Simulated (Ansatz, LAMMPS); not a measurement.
# Glassy 62P2O5-14Al2O3-24BaO (mol %) (160 atoms): support functions against a reference

Wanted: errors and times of a linear-scaling basis for glassy 62P2O5-14Al2O3-24BaO (mol %) (160 atoms). A setting counts as converged where the r.m.s. difference of forces stays under 1 % of the r.m.s. force.

Calculated with Ansatz 0.2.0; Kohn-Sham DFT, PBE, PAW (set soft_2), plane waves.

### 1. The structure

The cell holds 160 atoms: 36 P, 8 Al, 7 Ba and 109 O. Cell: a = 13.246 Å, b = 13.246 Å, c = 13.246 Å, α = 90.0°, β = 90.0°, γ = 90.0°. 160 atoms (36 P, 8 Al, 7 Ba, 109 O) placed at random at 2.92 g/cm³, melted at 4000 K for 10 ps at fixed volume with the Morse and Coulomb pair potential with partial charges (Pedone, Malavasi, Menziani, Cormack and Segre, J. Phys. Chem. B 110, 11780 (2006)). Quenched from 4000 K to 300 K at 300 K/ps and fixed volume, held 10 ps at zero pressure.

Before any run, some limits are plain. The quench rate of 300 K/ps is orders of magnitude faster than experiment, which tends to freeze in extra defects. The starting topology of bonds comes from the classical model, and needn't be the one that DFT or experiment would give. The Brillouin zone is sampled at Γ only, in a cell whose shortest periodic width is 13 Å. The levels lack spin–orbit coupling, which is large for the heavy elements here.

### 2. Making the structure

A classical potential makes the cell, at a small fraction of what the same run would cost in DFT.

This step: classical MD, Morse and Coulomb pair potential with partial charges (Pedone, Malavasi, Menziani, Cormack and Segre, J. Phys. Chem. B 110, 11780 (2006)) (LAMMPS 22 Jul 2025 - Update 4).

The input, in.lmp:

```
# melt-quench of P36Al8Ba7O109
units metal
atom_style charge
boundary p p p
region box block 0 13.1970 0 13.1970 0 13.1970
create_box 4 box
mass 1 30.9738   # P
mass 2 26.9815   # Al
mass 3 137.3270   # Ba
mass 4 15.9990   # O
create_atoms 1 random 36 314820 NULL overlap 1.5 maxtry 2000
create_atoms 2 random 8 314827 NULL overlap 1.5 maxtry 2000
create_atoms 3 random 7 314834 NULL overlap 1.5 maxtry 2000
create_atoms 4 random 109 314841 NULL overlap 1.5 maxtry 2000
pair_style hybrid/overlay pedone 5.5 coul/long 8.0
pair_coeff * * coul/long
pair_coeff 1 4 pedone 0.831326 2.585833 1.800790 1   # P-O
pair_coeff 2 4 pedone 0.361581 1.900442 2.164818 0.9   # Al-O
pair_coeff 3 4 pedone 0.065011 1.547596 3.393410 5   # Ba-O
pair_coeff 4 4 pedone 0.042395 1.379316 3.618701 22   # O-O
set type 1 charge 3
set type 2 charge 1.8
set type 3 charge 1.2
set type 4 charge -1.2
kspace_style pppm 1.0e-4
neigh_modify delay 0 every 1 check yes
thermo_style custom step time temp pe press density
thermo_modify norm yes
timestep 0.002
thermo 100
min_style cg
minimize 1e-4 1e-4 200 2000
reset_timestep 0
velocity all create 4000 314821 mom yes dist gaussian
# [... 11 lines left out ...]
fix md all nvt temp 4000 300 0.2
run 6167 post no
unfix md
thermo 1666
fix md all npt temp 300 300 0.2 iso 0 0 2
run 5000 post no
unfix md
write_dump all custom glass.dump id type xs ys zs modify sort id
```

Started as:

```sh
lmp -in in.lmp -log none -nocite
```

Numbers of over 12 decimals in the logs are rounded to 6 here.

The program printed:

```text
LAMMPS (22 Jul 2025 - Update 4)
Created orthogonal box = (0 0 0) to (13.197 13.197 13.197)
Created 36 atoms
Created 8 atoms
Created 7 atoms
Created 109 atoms
PPPM initialization ...
  G vector (1/distance) = 0.38535206
  grid = 15 15 15
  estimated relative force accuracy = 6.3570345e-05
   Step          Time           Temp          PotEng         Press         Density
         0   0              0             -2.1274662      593839.36      2.9159772
       100   0.2            0             -20.078372     -4376.2044      2.9159772
       112   0.224          0             -20.114845     -9067.7751      2.9159772
Loop time of 0.142463 s on 1 MPI rank(s) for 112 steps with 160 atoms
Minimization stats:
  Stopping criterion = energy tolerance
  Energy initial, next-to-last, final =
     -2.12746618300488  -20.1132619497153  -20.1148450252636
  Force two-norm initial, final = 457.53734 3.7972612
  Iterations, force evaluations = 112 149
[... 7 lines left out ...]
      1666   3.332          4461.5588     -19.633884      46898.243      2.9159772
      2499   4.998          3584.1852     -19.637378      39921.807      2.9159772
      3332   6.664          4185.8713     -19.697358      8879.0695      2.9159772
      4165   8.33           4215.3196     -19.761342      62616.166      2.9159772
      4998   9.996          3995.8605     -19.727099      66640.713      2.9159772
[... 2 lines left out ...]
Loop time of 3.91613 s on 1 MPI rank(s) for 5000 steps with 160 atoms
   Step          Time           Temp          PotEng         Press         Density
[... 12 lines left out ...]
Loop time of 5.02262 s on 1 MPI rank(s) for 6167 steps with 160 atoms
   Step          Time           Temp          PotEng         Press         Density
[... 1 line left out ...]
     13328   26.656         323.08174     -20.285292      5470.2808      2.9108157
     14994   29.988         287.51114     -20.283467      5870.45        2.9098552
     16660   33.32          309.37441     -20.282534     -9717.6363      2.8916248
     17167   34.334         302.50402     -20.283729     -15.597785      2.8840562
Loop time of 4.96427 s on 1 MPI rank(s) for 5000 steps with 160 atoms
```

The job ended after 15 s (1 thread of Intel Xeon Platinum 8488C (Sapphire Rapids), shared host; peak memory 0.069 GiB).

### 3. Plane-wave single point

This run is the reference for what follows, at a cutoff of 420 eV.

The input, input.yaml:

```yaml
crystal:
  lattice:
    - [13.24551, 0.0, 0.0]
    - [0.0, 13.24551, 0.0]
    - [0.0, 0.0, 13.24551]
  atoms:
    - { symbol: P, position: [0.03781, 0.98741, 0.85929] }
    - { symbol: P, position: [0.43214, 0.16362, 0.99884] }
    - { symbol: P, position: [0.95686, 0.60953, 0.82538] }
    - { symbol: P, position: [0.1754, 0.9554, 0.17996] }
    - { symbol: P, position: [0.99952, 0.16, 0.70801] }
    - { symbol: P, position: [0.6162, 0.74181, 0.08697] }
    - { symbol: P, position: [0.81557, 0.13591, 0.56287] }
    - { symbol: P, position: [0.62199, 0.552, 0.47507] }
    - { symbol: P, position: [0.08982, 0.90801, 0.50571] }
    - { symbol: P, position: [0.85931, 0.91114, 0.98527] }
    - { symbol: P, position: [0.05597, 0.67026, 0.02253] }
    - { symbol: P, position: [0.04812, 0.47212, 0.12548] }
    - { symbol: P, position: [0.5026, 0.40903, 0.60393] }
    - { symbol: P, position: [0.63434, 0.03682, 0.98017] }
    - { symbol: P, position: [0.16927, 0.12624, 0.52587] }
    - { symbol: P, position: [0.02598, 0.38926, 0.80368] }
    - { symbol: P, position: [0.83397, 0.77027, 0.37035] }
    - { symbol: P, position: [0.69829, 0.30653, 0.6757] }
    - { symbol: P, position: [0.40103, 0.838, 0.7098] }
    - { symbol: P, position: [0.73736, 0.21733, 0.87806] }
    - { symbol: P, position: [0.21066, 0.42206, 0.67143] }
    - { symbol: P, position: [0.31585, 0.05937, 0.33936] }
    - { symbol: P, position: [0.61982, 0.22041, 0.33803] }
    - { symbol: P, position: [0.68534, 0.47796, 0.26123] }
    - { symbol: P, position: [0.47592, 0.04784, 0.67426] }
    - { symbol: P, position: [0.65173, 0.95117, 0.19705] }
    - { symbol: P, position: [0.4177, 0.25773, 0.21104] }
    - { symbol: P, position: [0.73141, 0.92339, 0.51472] }
    - { symbol: P, position: [0.93129, 0.58256, 0.48791] }
    - { symbol: P, position: [0.74577, 0.79803, 0.70433] }
    - { symbol: P, position: [0.79935, 0.59833, 0.1] }
    - { symbol: P, position: [0.32734, 0.79801, 0.11127] }
    [... 122 atom lines left out ...]
    - { symbol: O, position: [0.30722, 0.69867, 0.16818] }
    - { symbol: O, position: [0.92599, 0.38117, 0.86502] }
    - { symbol: O, position: [0.74943, 0.31364, 0.93423] }
    - { symbol: O, position: [0.35572, 0.14941, 0.2813] }
    - { symbol: O, position: [0.03992, 0.76965, 0.08264] }
    - { symbol: O, position: [0.8999, 0.26552, 0.04797] }
kpoints:
  mp_grid: { grid: [1, 1, 1] }
hamiltonian:
  xc: pbe
scf:
  occupations: { method: fixed }
output:
  forces: true
  stress: true
  populations: intrinsic
  dos:
    method: { smearing: { sigma: 0.08 } }
    de: 0.1
    projected: { site_lists: { Al: [Al], Ba: [Ba], O: [O], P: [P] } }
  eigenvalues: true
  write_density: true
  write_potential: true
  volumetric_format: npy
```

Started as:

```sh
ansatz run input.yaml --threads 8 --pin off --max-ram 15872MiB --backend cpu --events-out ev --progress --plain --runs-dir out
```

The program printed:

```text
Engine: ansatz 0.2.0, x86_64-unknown-linux-gnu
Pseudopotentials: kind: paw
Pseudopotential: P, paw, valence charge 5, recommended cutoff 420 eV (normal), P.paw.azcp
Pseudopotential: Al, paw, valence charge 3, recommended cutoff 420 eV (normal), Al.paw.azcp
Pseudopotential: Ba, paw, valence charge 10, recommended cutoff 420 eV (normal), Ba.paw.azcp
Pseudopotential: O, paw, valence charge 6, recommended cutoff 420 eV (normal), O.paw.azcp
[... 5 lines on functional and potentials left out ...]
Crystal: 160 atoms, lattice volume = 2323.839 Å³
Basis set: ecut = 420 eV, 45385 PW (Γ), exchange–correlation on 180×180×180 points (8 copies of the dense FFT grid, shifted against one another)
Bands: 624, of which v1, the nominal top of the filled ones, is band 464 counted from 1 (463 counted from 0)
Symmetry: 1 space group operations
Space group: P1 (ITA 1), of the structure as read, at distance tolerance 1.3e-4 Å
k-points: 1
[... 9 lines on functional and potentials left out ...]
Initial density: superposition of atomic densities (neutral atoms: chi_scale 0, normalization atom), corrected by the library's trained network
Initial wavefunctions: pseudopotential atomic-orbital guess
Functional: x = pbe(κ = 0.804, μ = 0.219515), c = pbe(β = 0.066725)
SCF iter   1: F=—  HF=-135073.361515 eV  |F-HF|=—  |Δ(HF+E_count)|=         —  Δρ=4.54e-3  dr2=9.87e-1  ethr=1.77e-3  ⟨swp⟩=7.0  Hψ=2518  notcnv=0  defer=158
preconditioner: auto → Resta (q_TF=auto, 2.341 Å⁻¹)  ε∞=3.2  [insulator: Δε(μ)=2.216 eV  Ē_g=15.872 eV  n_scr=484 (ndim 8)  ℏωp=23.3 eV  f_vac=0.179  ε∞_Penn≈3.2]
SCF iter   2: F=—  HF=-135073.137578 eV  |F-HF|=—  |Δ(HF+E_count)|=   2.24e-1  Δρ=2.29e-3  dr2=2.50e-1  ethr=1.06e-4  ⟨swp⟩=3.0  Hψ=1099  notcnv=0  defer=158
SCF iter   3: F=—  HF=-135073.078909 eV  |F-HF|=—  |Δ(HF+E_count)|=   5.87e-2  Δρ=1.16e-3  dr2=6.52e-2  ethr=2.70e-5  ⟨swp⟩=4.0  Hψ=825  notcnv=0  defer=158
SCF iter   4: F=—  HF=-135073.059027 eV  |F-HF|=—  |Δ(HF+E_count)|=   1.99e-2  Δρ=5.41e-4  dr2=7.81e-3  ethr=7.02e-6  ⟨swp⟩=4.0  Hψ=883  notcnv=0  defer=158
SCF iter   5: F=—  HF=-135073.057905 eV  |F-HF|=—  |Δ(HF+E_count)|=   1.12e-3  Δρ=3.01e-4  dr2=1.88e-3  ethr=8.42e-7  ⟨swp⟩=3.0  Hψ=1116  notcnv=0  defer=158
SCF iter   6: F=—  HF=-135073.057739 eV  |F-HF|=—  |Δ(HF+E_count)|=   1.66e-4  Δρ=8.12e-5  dr2=1.36e-4  ethr=2.02e-7  ⟨swp⟩=3.0  Hψ=945  notcnv=0  defer=158
SCF iter   7: F=—  HF=-135073.057800 eV  |F-HF|=—  |Δ(HF+E_count)|=   6.12e-5  Δρ=4.39e-5  dr2=3.95e-5  ethr=1.46e-8  ⟨swp⟩=3.0  Hψ=1118  notcnv=0  defer=158
SCF iter   8: F=—  HF=-135073.058571 eV  |F-HF|=—  |Δ(HF+E_count)|=   7.71e-4  Δρ=1.21e-5  dr2=3.28e-6  ethr=4.26e-9  ⟨swp⟩=3.0  Hψ=904  notcnv=0  defer=158
SCF iter   9: F=—  HF=-135073.058573 eV  |F-HF|=—  |Δ(HF+E_count)|=   1.89e-6  Δρ=5.79e-6  dr2=6.92e-7  ethr=3.54e-10  ⟨swp⟩=3.0  Hψ=948  notcnv=0  defer=158
SCF iter  10: F=—  HF=-135073.058573 eV  |F-HF|=—  |Δ(HF+E_count)|=   1.61e-7  Δρ=3.03e-6  dr2=1.84e-7  ethr=7.46e-11  ⟨swp⟩=3.0  Hψ=1116  notcnv=0  defer=158
SCF iter  11: F=-135073.058573 eV  HF=-135073.058573 eV  |F-HF|=1.03e-8  |Δ(HF+E_count)|=   2.00e-8  Δρ=7.05e-7  dr2=1.15e-8  ethr=1.08e-11  ⟨swp⟩=36.0  Hψ=9051  notcnv=0
SCF 1 converged in 11 iterations: F = -135073.058573 eV  dr2 = 1.15e-8
  greatest PAW one-centre occupation: 0.955 electrons in one spin orbital (limit 2), on the Ba atom at site 46 (counted from 0), in its partial waves of l = 0
SCF converged after 11 iterations
Free energy (F): -135073.058573 eV
Harris-Foulkes:  -135073.058573 eV  (|F-HF|=1.03e-8)
Internal energy: -135073.058573 eV  (E = F + TS)
E sigma→0 (E₀):  -135073.058573 eV
Fermi energy:    4.783041 eV
--- Per-component energies (eV) ---
  E_band       = -4743.058788
  E_kinetic    = 23619.397586
  E_local      = -68537.942001  (includes V_loc(G=0)·N_el)
  E_nonlocal   = 6806.210215
  E_hartree    = 25826.628917
  E_xc         = -11835.122728
  E_vxc        = -13741.153161  (∫ρ·V_xc dr)
  E_paw        = -78125.430679  (= ΣΔE_a)
  E_vpaw       = -4543.107189  (= ΣTr[D̂ρ^β])
  E_aug_tail   = 0.276867  (compensation charges beyond the density's cutoff)
  E_ewald      = -32827.076751
  E_smearing   = -0.000000  (= −TS)
  E_closure    = 0.000000  (closes the sum)
  Σ components = -135073.058573   (vs F -135073.058573, Δ=0.00e0)
--- Forces (eV/Å), atoms counted from 1 ---
  atom   1  P     -0.70757046    -0.32303981     1.13744951
  atom   2  P     -0.44116585     2.70957202    -2.99631502
  atom   3  P     -1.66564128     0.30528447    -1.90860717
  atom   4  P      4.05538281     1.34082856    -0.29242341
  atom   5  P      2.88001270     0.15129442    -1.51042281
  atom   6  P     -1.31327121    -1.27598547     3.02333880
  atom   7  P      2.77582108     3.27730498    -1.12020559
  atom   8  P      0.43412737     3.32779307     3.82354571
  atom   9  P     -1.10574481    -2.17004353    -1.90446475
  atom  10  P     -4.02142377    -1.96679974    -2.46889884
  atom  11  P      2.01183958     4.12437435    -2.54991211
  atom  12  P     -1.94033977    -1.81871507    -1.93366495
  atom  13  P     -0.93753616     1.17341485     1.96664485
  atom  14  P     -0.83359772    -3.66942894     0.11877570
[...]
atom 159  O     -0.22886327    -1.51515257    -0.20147438
  atom 160  O     -2.82110639     4.62230377    -1.61452282
  max |Σ_I F_I| component: 1.76e-4 eV/Å
--- Stress (GPa, compression-positive) ---
        2.760231      -0.694386       0.299783
       -0.694391       2.706130      -0.846078
        0.299787      -0.846076       1.774595
  P = ⅓ Tr σ = 2.4137 GPa (24.137 kbar)
--- Band table (eV) ---
  k-point 0: bands = ["-24.2334", "-22.8533", "-22.8043", "-22.5971", [... 608 levels ...], "12.6796", "12.6880", "12.7096", "12.7146", "12.7587", "12.7685", "12.7760", "12.8001", "12.8054", "12.8183", "12.8351", "12.8521"]
--- intrinsic populations: 160 sites ---
  site symbol       q [e]
     0      P      2.7184
     1      P      2.8152
     2      P      2.7651
[...]
159      O      6.9642
  spilling = 0.000000 (of n_electrons = 928.000000)
```

Wall time 29 s (8 threads of Intel Xeon Platinum 8488C (Sapphire Rapids), shared host); peak memory 3.9 GiB; 3.4 min of CPU time.

The run gave:

- free energy: -135073.0586 eV
- free energy per atom: -844.2066 eV/atom
- SCF cycles: 11
- pressure: 2.414 GPa
- r.m.s. force component: 1.513 eV/Å
- longest force: 7.337 eV/Å
- Fermi energy: 4.783 eV
- gap (highest filled to lowest empty level): 1.241 eV

The r.m.s. force component of 1.5 eV/Å and the pressure of 2.4 GPa set the scale for the differences below.

### 4. Support functions low

The cell is solved in localised support functions.

This step: Kohn-Sham DFT, PBE, PAW (set soft_2), localised support functions (low) (Ansatz 0.2.0).

input.yaml, the sections that differ from step 3:

```yaml
scf:
  occupations: { method: fixed }
  eigensolver: { kind: { support_functions: { accuracy: low } } }
  max_iter: 150
output:
  forces: true
  eigenvalues: true
# crystal, kpoints, hamiltonian: as in step 3
```

The program printed:

```text
Warning: scf.eigensolver.kind.support_functions: disabling space-group detection — the functions' gradient is summed over unrotated k-points, so no spatial operation reduces the k-mesh or symmetrises the density; time reversal is kept, so that k and −k are solved as one point where they differ and the mesh holds both, and exact exchange and, on two spinor components, a DFT+U term hold to it where the run has them: [...]
settings of this run that can trade accuracy for cost: scf.eigensolver.kind.support_functions; scf.eigensolver.kind.support_functions.accuracy: low [...]
[...]
Crystal: 160 atoms, lattice volume = 2323.839 Å³
Basis set: ecut = 420 eV, 45385 PW (Γ), exchange–correlation on 192×192×192 points (8 copies of the dense FFT grid, shifted against one another)
Bands: 557, of which v1, the nominal top of the filled ones, is band 464 counted from 1 (463 counted from 0)
Symmetry: 1 space group operations
k-points: 1
[...]
SCF iter   1: F=—  HF=-134999.031433 eV  |F-HF|=—  |Δ(HF+E_count)|=         —  Δρ=1.13e-1  dr2=3.38e2  ethr=1.00e-1
[...]
SCF iter  13: F=—  HF=-135073.847622 eV  |F-HF|=—  |Δ(HF+E_count)|=   8.00e-3  Δρ=6.12e-5  dr2=1.13e-4  ethr=3.71e-8  κ⁻¹=4.5e-5(r=7)
SCF iter  14: F=-135073.854036 eV  HF=-135073.854051 eV  |F-HF|=1.56e-5  |Δ(HF+E_count)|=   6.43e-3  Δρ=2.26e-5  dr2=2.74e-5  ethr=1.22e-8
SCF 1 converged in 14 iterations: F = -135073.937928 eV  dr2 = 2.74e-5
[...]
SCF converged after 14 iterations
Stability not checked: this state was not tested for a lower state beside it, because the mixer in use, unlike msr1, does not test its closes by its own steps (another_mixer; see scf.mixing.algorithm and scf.lower_state_search)
Free energy (F): -135073.937928 eV
[...]
Internal energy: -135073.937928 eV  (E = F + TS)
E sigma→0 (E₀):  -135073.937928 eV
Fermi energy:    4.787929 eV
[...]
Σ components = -135073.937928   (vs F -135073.937928, Δ=0.00e0)
--- Forces (eV/Å), atoms counted from 1 ---
  atom   1  P     -0.70990649    -0.32349020     1.14303564
  atom   2  P     -0.43911441     2.70955810    -2.99656056
  atom   3  P     -1.66573343     0.30561643    -1.90837951
  atom   4  P      4.05459463     1.34102233    -0.29299167
[...]
atom 160  O     -2.82296138     4.62630649    -1.61665733
  max |Σ_I F_I| component: 8.86e-3 eV/Å
--- Band table (eV) ---
[...]
```

The job ended after 78 s (8 threads; peak memory 5.5 GiB).

The program notes that the band table was not solved further than the SCF left it and it switched symmetry off.

Keys that differ from the reference: support_functions.accuracy = "low" and scf.max_iter = 150.

Forces differ from the reference by 1.5 meV/Å r.m.s., 0.098 % of their size, well within a tolerance of 1 %; the energy by -5.5 meV/atom and the gap by -0.0059 eV. It took 78 s and 14 cycles; the reference's time can't be set against it, since the two runs asked for unlike analyses.

### 5. Support functions medium

With localised support functions most steps grow linearly with size, though the diagonalisation grows faster unless the density matrix is cut; this run measures error and cost at this size. Besides, the program derives a nominal cutoff of 464 eV for this run, against the reference's 420.

This step: Kohn-Sham DFT, PBE, PAW (set soft_2), localised support functions (medium) (Ansatz 0.2.0).

input.yaml, the sections that differ from step 4:

```yaml
scf:
  occupations: { method: fixed }
  eigensolver: { kind: { support_functions: { accuracy: medium } } }
  max_iter: 150
# crystal, kpoints, hamiltonian, output: as in step 4
```

The program printed:

```text
[...]
Warning: basis.ecutwfc = 464 eV, auto-derived: no grid that the accuracy of the support functions lays serves the files at the lower one that their records recommend; a deck with other species or settings can derive another value
[...]
Crystal: 160 atoms, lattice volume = 2323.839 Å³
Basis set: ecut = 464 eV, 52635 PW (Γ), exchange–correlation on 240×240×240 points (8 copies of the dense FFT grid, shifted against one another)
Bands: 557, of which v1, the nominal top of the filled ones, is band 464 counted from 1 (463 counted from 0)
Symmetry: 1 space group operations
k-points: 1
[...]
SCF iter   1: F=—  HF=-134999.396505 eV  |F-HF|=—  |Δ(HF+E_count)|=         —  Δρ=1.13e-1  dr2=3.38e2  ethr=1.00e-1
[...]
SCF iter  15: F=—  HF=-135073.872043 eV  |F-HF|=—  |Δ(HF+E_count)|=   5.39e-3  Δρ=1.49e-5  dr2=9.64e-6  ethr=2.65e-9  κ⁻¹=3.2e-5(r=7)
SCF iter  16: F=-135073.872039 eV  HF=-135073.872041 eV  |F-HF|=1.47e-6  |Δ(HF+E_count)|=   2.03e-6  Δρ=5.33e-6  dr2=2.68e-6  ethr=1.04e-9
SCF 1 converged in 16 iterations: F = -135073.945146 eV  dr2 = 2.68e-6
[...]
SCF converged after 16 iterations
[...]
Free energy (F): -135073.945146 eV
[...]
Internal energy: -135073.945146 eV  (E = F + TS)
E sigma→0 (E₀):  -135073.945146 eV
Fermi energy:    4.785525 eV
[...]
Σ components = -135073.945146   (vs F -135073.945146, Δ=0.00e0)
--- Forces (eV/Å), atoms counted from 1 ---
  atom   1  P     -0.70925644    -0.32266807     1.14012183
  atom   2  P     -0.44022354     2.70959247    -2.99544232
  atom   3  P     -1.66595342     0.30499894    -1.90774593
  atom   4  P      4.05568476     1.34074330    -0.29318031
[...]
atom 160  O     -2.82350938     4.62599365    -1.61618847
  max |Σ_I F_I| component: 1.01e-2 eV/Å
--- Band table (eV) ---
[...]
```

It took 2.1 min on 8 threads; peak memory 8.1 GiB.

Keys that differ from the reference: support_functions.accuracy = "medium" and scf.max_iter = 150.

Forces differ from the reference by 1.3 meV/Å r.m.s., 0.083 % of their size, well within a tolerance of 1 %; the energy by -5.5 meV/atom. It took 2.1 min and 16 cycles; the reference's time can't be set against it, since the two runs asked for unlike analyses.

[end of part 1 of 3]

[Logs are printed without paths, hosts, clocks, repeated set-up lines and the standing remarks that a program may print on its own settings, such as how far it seeks lower states.]

[Hosts, paths, dates, database ids (printed as entryN), source tags and the programs' standing remarks are cut or masked in the printed files.]
